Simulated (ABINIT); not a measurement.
Planning a run of ABINIT 10.8.3 on CdSe (F-43m). The input:

```
acell 3*1.0 Angstrom
rprim 
  -0.000000000000 3.070271198600 3.070271198600
  3.070271198600 -0.000000000000 3.070271198600
  3.070271198600 3.070271198600 -0.000000000000
ntypat 2
znucl 48 34
natom 2
typat 1 2
xred 
  0.000000000000 0.000000000000 0.000000000000
  0.750000000000 0.750000000000 0.750000000000
pp_dirpath "pseudos"
pseudos "Cd.upf, Se.upf"
ecut 47
ngkpt 4 4 4
nshiftk 1
shiftk 0 0 0
kptopt 1
chksymbreak 0
istwfk *1
occopt 1
irdwfk 1
optdriver 3
nband 85
ecuteps 4.8
inclvkb 2
awtr 1
symchi 1
indata_prefix "in"
outdata_prefix "out"
tmpdata_prefix "tmp"
```

```sh
OMP_NUM_THREADS=1 mpirun -n 8 abinit run.abi > log
```

**Question.** How long will it take on 8 MPI ranks of Arm Neoverse N1, shared host, and how much memory?

It took 58 s; on shared hardware allow 29 s to 1.9 min. Peak host memory was 2.2 GiB.

[Paths, hosts, dates, memory and timing lines, banners, echoed tables and standing remarks are left out of the program output.]

[Logs are printed without paths, hosts, clocks, repeated set-up lines and the standing remarks that a program may print on its own settings, such as how far it seeks lower states.]

[Runs of the session that timed out or met a known fault of the program may be left out.]

[Hosts, paths, dates, database ids (printed as entryN), source tags and the programs' standing remarks are cut or masked in the printed files.]

[G0W0 gaps are taken among the corrected bands and points alone; a level outside them can change the order at an edge.]

[Where Ansatz stands beside ABINIT at settings called matched, ABINIT's density can come from a denser mesh and the files from another edition; pairs whose starting gaps differed by over 0.03 eV were left out, so agreement reads better than it is.]
